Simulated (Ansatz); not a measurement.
## SbP (model cell, started as CsCl type): following an unstable mode

Wanted: the energy along a soft mode of SbP (model cell, started as CsCl type) and the structure at the end.

Method: DFT PBEsol, scalar-relativistic, plane waves, PAW, in Ansatz 0.2.0.

Most raw output is cut from this account.

The structure was built from a prototype and need not be the compound's stable phase.

## (1) Set-up

The structure is cubic, space group Pm-3m (No. 221). The conventional cell has a = 3.407 Å, b = 3.407 Å, c = 3.407 Å, α = 90.00°, β = 90.00°, γ = 90.00°. Nearest to Sb lie 8 P at 2.95 Å. Nearest to P lie 8 Sb at 2.95 Å. Farther neighbours are not listed.

## (2) Phonons on a q mesh

The cell comes from relaxations at this level that are not shown. Stability and thermal properties need the whole zone. Linear response on a 4×4×4 q mesh gives force constants as far as a supercell of that size would.

The input, input.yaml:

```yaml
crystal:
  lattice:
    - [3.4073349826, 0.0, 0.0]
    - [0.0, 3.4073349826, 0.0]
    - [0.0, 0.0, 3.4073349826]
  atoms:
    - { symbol: Sb, position: [0.0, 0.0, 0.0] }
    - { symbol: P, position: [0.5, 0.5, 0.5] }
kpoints:
  mp_grid: { grid: [12, 12, 12] }
hamiltonian:
  xc: pbesol
scf:
  occupations: { method: methfessel_paxton, width: 0.15 }
output:
  eigenvalues: true
phonons:
  method: dfpt
  qmesh: [4, 4, 4]
  temperatures: { t_max: 1000, t_step: 50 }
  qpath:
    path:
      - [[0.0, 0.0, 0.0], [0.0, 0.5, 0.0], [0.5, 0.5, 0.0], [0.0, 0.0, 0.0], [0.5, 0.5, 0.5], [0.0, 0.5, 0.0]]
      - [[0.5, 0.5, 0.5], [0.5, 0.5, 0.0]]
    npoints: 10
```

Started as:

```bash
> ansatz run input.yaml --threads 4 --pin off --max-ram 7168MiB --backend cpu --events-out ev --progress --plain --runs-dir out
```

Wall time 2.5 min (4 threads of Arm Neoverse V2, shared host); peak memory 1.6 GiB.

Numbers from this step:

```
volume per atom                                         : 19.78 Å³
gap on the k-mesh                                       : 0 eV
sum-rule residual before enforcement                    : 2.51e-5 eV/Å²
lowest frequency on the path                            : -150.8 cm⁻¹
point group                                             : m-3m
highest frequency on the path or at a solved wavevector : 196 cm⁻¹
highest optical mode at the zone centre (no LO-TO term) : -45.15 cm⁻¹
lowest optical zone-centre mode                         : -45.15 cm⁻¹
lowest mode on the q mesh (acoustic modes at Γ apart)   : -150.8 cm⁻¹
```

Frequencies (cm⁻¹) solved at each irreducible wavevector; negative means imaginary. Frequencies by wavevector, by row:

```
q in reciprocal lattice units  star  mode 1  mode 2  mode 3  mode 4  mode 5  mode 6
                        0 0 0     1   -45.1   -45.1   -45.1       0       0       0
                     0 0 0.25     6   -82.9   -82.9    38.3    38.3    55.5   114.7
                     0 0 -0.5     3   -29.7   -29.7   -17.2   -17.2   131.5     196
                  0 0.25 0.25    12   -82.7   -80.2    19.8    68.1    70.2   143.8
                  0 0.25 -0.5    12  -112.3   -45.5    63.8    94.1   114.1   154.1
                  0 -0.5 -0.5     3  -150.8   -72.5    50.7    50.7    80.6    80.6
               0.25 0.25 0.25     8    58.2    70.2    70.2    95.5   108.7   108.7
               0.25 0.25 -0.5    12    39.6    71.2    78.5     105   135.9   150.4
               0.25 -0.5 -0.5     6    48.5    91.2    91.2    96.9   122.2   122.2
               -0.5 -0.5 -0.5     1   105.3   105.3   105.3   181.8   181.8   181.8
```

Interpolated from a 4×4×4 q mesh. The phonon branches at the labelled points (cm⁻¹):

```
    point  branch 1  branch 2  branch 3  branch 4  branch 5  branch 6
        Γ       -45       -45       -45         0         0         0
  halfway       -83       -83        38        38        56       115
        X       -30       -30       -17       -17       132       196
  halfway      -112       -46        64        94       114       154
        M      -151       -72        51        51        81        81
  halfway       -83       -80        20        68        70       144
        Γ       -45       -45       -45         0         0         0
  halfway        58        70        70        96       109       109
        R       105       105       105       182       182       182
  halfway        40        71        78       105       136       150
        X       -30       -30       -17       -17       132       196
jump to R       105       105       105       182       182       182
  halfway        48        91        91        97       122       122
        M      -151       -72        51        51        81        81
```

Symmetry leaves 10 wavevectors to solve. The lowest mode among them, the acoustic zeros apart, lies at q = (0, -0.5, -0.5) and is imaginary, 150.8i cm⁻¹, so the energy falls along it.

## (3) The mode frozen in, largest atomic shift 0 Å

The mode followed lies at q = (0, 0.25, -0.5) with frequency 112.3i cm⁻¹, one of the unstable modes though not the softest. At small amplitude the distorted cell has space group no. 67 by a symmetry search on the positions. The undistorted cell that holds it gives the zero of energy on the same k mesh.

System of this step: SbP (model cell, started as CsCl type). The structure is cubic, space group Pm-3m (No. 221). The conventional cell has a = 3.407 Å, b = 3.407 Å, c = 3.407 Å, α = 90.00°, β = 90.00°, γ = 90.00°. Nearest to Sb lie 8 P at 2.95 Å. Nearest to P lie 8 Sb at 2.95 Å. Farther neighbours are not listed.

The input, input.yaml:

```yaml
crystal:
  lattice:
    - [-3.4073349826, 0.0, 0.0]
    - [0.0, 0.0, -6.8146699652]
    - [0.0, -6.8146699652, -3.4073349826]
  atoms:
    - { symbol: Sb, position: [0.0, 0.75, 0.5] }
    - { symbol: Sb, position: [0.0, 0.25, 0.5] }
    - { symbol: Sb, position: [0.0, 0.5, 0.0] }
    - { symbol: Sb, position: [0.0, 0.0, 0.0] }
    - { symbol: P, position: [0.5, 0.625, 0.25] }
    - { symbol: P, position: [0.5, 0.125, 0.25] }
    - { symbol: P, position: [0.5, 0.375, 0.75] }
    - { symbol: P, position: [0.5, 0.875, 0.75] }
kpoints:
  mp_grid: { grid: [10, 6, 6] }
hamiltonian:
  xc: pbesol
scf:
  occupations: { method: methfessel_paxton, width: 0.15 }
output:
  forces: true
  stress: true
  eigenvalues: true
```

The job ended after 7.7 s (4 threads; peak memory 0.75 GiB; 30 s of CPU time).

This step gave:

| Property | Result |
| --- | --- |
| pressure | -0.2687 GPa |
| energy from the undistorted cell | 0 meV/atom |

The run ends at a pressure of -0.27 GPa.

## (4) The mode frozen in, largest atomic shift 0.32 Å

The atoms are moved along the unstable eigenvector, the largest shift by 0.32 Å, with the cell fixed.

input.yaml, the sections that differ from step 3:

```yaml
crystal:
  lattice:
    - [-3.4073349826, 0.0, 0.0]
    - [0.0, 0.0, -6.8146699652]
    - [0.0, -6.8146699652, -3.4073349826]
  atoms:
    - { symbol: Sb, position: [0.0, 0.75, 0.5] }
    - { symbol: Sb, position: [0.0, 0.25, 0.5] }
    - { symbol: Sb, position: [0.0, 0.5, 0.0] }
    - { symbol: Sb, position: [0.0, 0.0, 0.0] }
    - { symbol: P, position: [0.5939150397, 0.625, 0.25] }
    - { symbol: P, position: [0.4060849603, 0.125, 0.25] }
    - { symbol: P, position: [0.4060849603, 0.375, 0.75] }
    - { symbol: P, position: [0.5939150397, 0.875, 0.75] }
# kpoints, hamiltonian, scf, output: as in step 3
```

It took 8.2 s on 4 threads; peak memory 0.76 GiB; 32 s of CPU time.

Numbers from this step:

```yaml
pressure: 2.321 GPa
energy_from_the_undistorted_cell: -15.57 meV/atom
```

The energy, extrapolated to zero smearing, is -15.57 meV/atom against the undistorted cell.

The run ends at a pressure of 2.32 GPa, with forces up to 0.28 eV/Å.

## (5) Energy along the mode, all amplitudes (two of the runs are shown above)

An imaginary frequency means negative curvature, so the energy should fall and then rise again as anharmonic terms take over.

This step gave:

| Property | Result |
| --- | --- |
| depth at the lowest point sampled | 15.57 meV/atom |
| largest atomic shift at that point | 0.32 Å |

Table of energy from the parent by largest atomic shift:

```
largest atomic shift (Å)  energy from the parent (meV/atom)
                   0.000                                  0
                   0.040                             -0.507
                   0.080                              -1.98
                   0.140                              -6.05
                   0.220                              -12.5
                   0.320                              -15.6
                   0.450                              -2.96
                   0.600                               39.1
```

Displacement at unit largest shift by atom:

| atom | x (Å) | y (Å) | z (Å) | size |
| --- | --- | --- | --- | --- |
| Sb1 | 0.00 | 0.00 | 0.00 | 0.00 |
| Sb2 | 0.00 | 0.00 | 0.00 | 0.00 |
| Sb3 | 0.00 | 0.00 | 0.00 | 0.00 |
| Sb4 | 0.00 | 0.00 | 0.00 | 0.00 |
| P5 | -1.00 | 0.00 | 0.00 | 1.00 |
| P6 | 1.00 | 0.00 | 0.00 | 1.00 |
| P7 | 1.00 | 0.00 | 0.00 | 1.00 |
| P8 | -1.00 | 0.00 | 0.00 | 1.00 |

The lowest of the steps tried is at 0.32 Å, 15.6 meV/atom below the parent; the bottom of the well need not coincide with a step.

## (6) Relaxation from the frozen mode

Starting from the lowest point found, all atoms and the cell are let go, so that strain and other modes of the same symmetry can join in.

input.yaml, as its differences from that of step 4:

```diff
@@ -24 +24,6 @@
   eigenvalues: true
+relax:
+  adjacent_minimum: "off"
+  f_tol: 0.002
+  max_steps: 120
+  cell: { stress_tol: 0.03 }
```

Run time: 1.7 min. Hardware: 4 threads; peak memory 0.83 GiB.

Step by step:

```csv
step,energy less that of the first step (eV),largest force component (eV/Å),pressure (GPa),volume (Å³)
1,0.0000,0.2801,2.32,158.24
2,-0.1118,0.2682,-2.14,169.08
3,-0.1586,0.1854,-0.74,167.06
4,-0.1696,0.0505,0.63,168.10
5,-0.1817,0.0877,0.03,169.70
6,-0.1899,0.0138,-0.05,169.01
7,-0.1903,0.0069,0.01,168.69
8,-0.1903,0.0005,-0.01,168.68
9*,-0.1944,0.0007,0.01,168.68
10,-0.1944,0.0002,0.00,168.78
11*,-0.1944,0.0002,0.00,168.78
```

Relaxation steps marked * repeat the geometry before them on a plane-wave basis chosen anew for their cell, so energy and pressure can jump there.

Forces are held to the 8 operations that the run works with; a distortion that breaks them can't arise in this run.

| conventional cell, symmetrised | before | after | change |
| --- | --- | --- | --- |
| a (Å) | 6.815 | 6.644 | -2.5 % |
| b (Å) | 13.629 | 14.076 | +3.3 % |
| c (Å) | 3.407 | 3.609 | +5.9 % |
| volume (Å³/atom) | 19.78 | 21.10 | +6.7 % |

The atoms that moved most (Å, as changes of fractional coordinates times the final cell):

```
atom      dx      dy     dz  length
  P8  -0.146   0.110  0.000   0.182
  P5  -0.146  -0.110  0.000   0.182
  P7   0.146   0.110  0.000   0.182
  P6   0.146  -0.110  0.000   0.182
```

Numbers from this step:

- pressure: -0.001453 GPa
- volume per atom: 21.10 Å³

The distorted start has space group Cmme; the relaxation ends in Cmme.

## (7) The new phase in its own primitive cell

The relaxed structure is symmetrised, reduced to its primitive cell and relaxed tightly, as its phonons need.

The input, input.yaml:

```yaml
crystal:
  lattice:
    - [3.3221844409, -7.0377927203, 0.0]
    - [3.3221844409, 7.0377927203, 0.0]
    - [0.0, 0.0, 3.6092683952]
  atoms:
    - { symbol: Sb, position: [0.25, 0.25, 0.0] }
    - { symbol: Sb, position: [0.75, 0.75, 0.0] }
    - { symbol: Sb, position: [0.5, 0.0, 0.0] }
    - { symbol: Sb, position: [0.0, 0.5, 0.0] }
    - { symbol: P, position: [0.8827913266, 0.1172086734, 0.3657008525] }
    - { symbol: P, position: [0.3827913266, 0.6172086734, 0.6342991475] }
    - { symbol: P, position: [0.1172086734, 0.8827913266, 0.6342991475] }
    - { symbol: P, position: [0.6172086734, 0.3827913266, 0.3657008525] }
kpoints:
  mp_grid: { grid: [6, 6, 8] }
hamiltonian:
  xc: pbesol
scf:
  occupations: { method: methfessel_paxton, width: 0.15 }
output:
  forces: true
  stress: true
  eigenvalues: true
relax:
  adjacent_minimum: "off"
  f_tol: 0.001
  max_steps: 60
  cell: { stress_tol: 0.01 }
```

Elapsed: 50 s, on 4 threads; peak memory 0.79 GiB.

Relaxation path:

```csv
step,energy less that of the first step (eV),largest force component (eV/Å),pressure (GPa),volume (Å³)
1,0.0000,0.0277,0.01,168.78
2,-0.0008,0.0238,0.04,168.33
3,-0.0011,0.0027,0.00,168.46
4,-0.0012,0.0015,0.00,168.46
5,-0.0012,0.0006,0.00,168.40
6*,-0.0011,0.0006,0.00,168.40
```

Relaxation steps marked * repeat the geometry before them on a plane-wave basis chosen anew for their cell, so energy and pressure can jump there.

The run keeps the 8 symmetry operations that it works with, so distortions that break them were not tested.

```
conventional cell, symmetrised  before   after  change
                         a (Å)   6.644   6.664  +0.3 %
                         b (Å)  14.076  14.058  -0.1 %
                         c (Å)   3.609   3.595  -0.4 %
              volume (Å³/atom)   21.10   21.05  -0.2 %
```

This step gave:

```yaml
pressure: 0.004332 GPa
volume_per_atom: 21.05 Å³
```

The largest force component left is 0.65 meV/Å and the pressure is 0.004 GPa, within the tolerances set. The cell now holds 21.05 Å³/atom.

## (8) Modes of the new phase, k-mesh 6×6×8

A relaxed structure may still be a saddle point, so its zone-centre modes are computed. No field response is asked, since the mesh shows no gap.

The input, input.yaml:

```yaml
crystal:
  lattice:
    - [3.3318716047, -7.0289631055, 0.0]
    - [3.3318716047, 7.0289631055, 0.0]
    - [0.0, 0.0, 3.5953607958]
  atoms:
    - { symbol: Sb, position: [0.25, 0.25, 0.0] }
    - { symbol: Sb, position: [0.75, 0.75, 0.0] }
    - { symbol: Sb, position: [0.5, 0.0, 0.0] }
    - { symbol: Sb, position: [0.0, 0.5, 0.0] }
    - { symbol: P, position: [0.8830917744, 0.1169082256, 0.3678588124] }
    - { symbol: P, position: [0.3830917744, 0.6169082256, 0.6321411876] }
    - { symbol: P, position: [0.1169082256, 0.8830917744, 0.6321411876] }
    - { symbol: P, position: [0.6169082256, 0.3830917744, 0.3678588124] }
kpoints:
  mp_grid: { grid: [6, 6, 8] }
hamiltonian:
  xc: pbesol
scf:
  occupations: { method: methfessel_paxton, width: 0.15 }
output:
  eigenvalues: true
phonons:
  method: dfpt
```

Wall time 6.5 min (4 threads); peak memory 4 GiB.

Numbers from this step:

| Quantity | Value |
| --- | --- |
| sum-rule residual before enforcement | 5.57e-5 eV/Å² |
| point group | mmm |
| highest optical mode at the zone centre (no LO-TO term) | 214.3 cm⁻¹ |
| lowest optical zone-centre mode | -79.4 cm⁻¹ |

Patterns of degenerate modes are one choice out of their space. Modes at Γ, with each element's share of the kinetic energy (negative means imaginary):

| mode | frequency (cm⁻¹) | symmetry | Sb % | P % |
| --- | --- | --- | --- | --- |
| 1 | -79.4 | B1u | 10 | 90 |
| 2 | -43.6 | B3u | 97 | 3 |
| 3 | -41.0 | B1u | 92 | 8 |
| 4 | -30.9 | B1g | 84 | 16 |
| 5 | 0.0 | acoustic | 80 | 20 |
| 6 | 0.0 | acoustic | 80 | 20 |
| 7 | 0.0 | acoustic | 80 | 20 |
| 8 | 42.4 | B3u | 86 | 14 |
| 9 | 75.0 | Au | 100 | 0 |
| 10 | 82.3 | B2g | 93 | 7 |
| 11 | 83.4 | B3g | 34 | 66 |
| 12 | 89.8 | B1u | 99 | 1 |
| 13 | 104.1 | B2u | 34 | 66 |
| 14 | 131.2 | B2u | 49 | 51 |
| 15 | 136.7 | B3u | 38 | 62 |
| 16 | 150.8 | Au | 0 | 100 |
| 17 | 175.2 | B2g | 7 | 93 |
| 18 | 178.9 | B1g | 16 | 84 |
| 19 | 180.8 | Ag | 0 | 100 |
| 20 | 182.2 | B3g | 40 | 60 |
| 21 | 194.5 | B3g | 26 | 74 |
| 22 | 202.7 | B1u | 19 | 81 |
| 23 | 204.0 | Ag | 0 | 100 |
| 24 | 214.3 | B2u | 38 | 62 |

Displacements in mode 1 (-79.4 cm⁻¹), the largest set to 1:
```
Sb1  0.00  0.00  0.25
Sb2  0.00  0.00  0.25
Sb3 -0.09  0.00  0.18
Sb4  0.09  0.00  0.18
P5   0.00  1.00 -0.84
P6   0.00 -1.00 -0.84
P7   0.00  1.00 -0.84
P8   0.00 -1.00 -0.84
```

Displacements in mode 19 (180.8 cm⁻¹), the largest set to 1:
```
Sb1  0.00  0.00  0.00
Sb2  0.00  0.00  0.00
Sb3  0.00  0.00  0.00
Sb4  0.00  0.00  0.00
P5   0.00  0.01 -1.00
P6   0.00  0.01  1.00
P7   0.00 -0.01  1.00
P8   0.00 -0.01 -1.00
```

Before it was imposed, the acoustic sum rule was missed by 5.6e-5 eV/Å². Small misses are needed for a sound result but don't prove that mesh and cutoff are converged. The lowest optical mode is imaginary, 79.4i cm⁻¹, so the energy falls along it.

## (9) The phases reached

The phases reached along the modes that were followed are set side by side.

Energies are those of the first relaxation, on the mesh of the frozen mode; space group, volume and gap are those of the last relaxation. Phases, by row:

| mode frozen in | space group | energy from parent (meV/atom) | volume (Å³/atom) | gap on mesh (eV) | lowest zone-centre optical mode (cm⁻¹) | largest shift (Å) |
| --- | --- | --- | --- | --- | --- | --- |
| parent | Pm-3m | 0 | 19.78 | 0 | – | – |
| q = (0, -0.5, -0.5), 151i cm⁻¹ | P4/nmm | -47.62 | 21.49 | 0 | 20.1 | 0.558 |
| q = (0, 0.25, -0.5), 112i cm⁻¹ | Cmme | -40.14 | 21.05 | 0 | -79.4 | 0.497 |

## (10) Summary of results

| Quantity | Value |
| --- | --- |
| unstable mode of the parent | q = (0, 0.25, -0.5), 112i cm⁻¹ |
| depth at the lowest point sampled | 15.6 meV/atom |
| largest atomic shift at that point | 0.32 Å |
| space group reached (within 0.01 Å) | Cmme |
| energy gained over the parent (first relaxation, on the mesh of the frozen mode) | 40.1 meV/atom |
| volume per atom, phase reached | 21.1 Å³ |
| lowest optical zone-centre mode, phase reached | -79.4 cm⁻¹ |
| highest optical mode at the zone centre (no LO-TO term), phase reached | 214 cm⁻¹ |

Along this mode the structure falls into Cmme, 40.1 meV/atom below the parent. At the parent's cell the well is 15.57 meV/atom deep on the steps tried, with its lowest point at a shift of 0.32 Å. Relaxing atoms and cell changes the gain by +24.57 meV/atom against the lowest step (energies at zero smearing). Most of the total comes from this relaxation. The new phase still has an imaginary mode at the zone centre of its cell, so it is a saddle point on the way to a lower structure. Of the 2 patterns followed to their end from this parent, this one ends 7.49 meV/atom above the lowest, P4/nmm. Each path keeps the symmetry of its pattern, so a lower phase may lie along a pattern not tried. With no gap, or one that is small against the smearing, the frequencies hang on the k mesh and the smearing, most of all near Kohn anomalies. Spin-orbit coupling is left out, which can matter for the heavy elements here. A phonon run warned that its eigensolver left some bands unconverged in a pass. The starting cell was built on a prototype and not taken from a measurement, so the phase need not exist.

[Logs are printed without paths, hosts, clocks, repeated set-up lines and the standing remarks that a program may print on its own settings, such as how far it seeks lower states.]

[Hosts, paths, dates, database ids (printed as entryN), source tags and the programs' standing remarks are cut or masked in the printed files.]
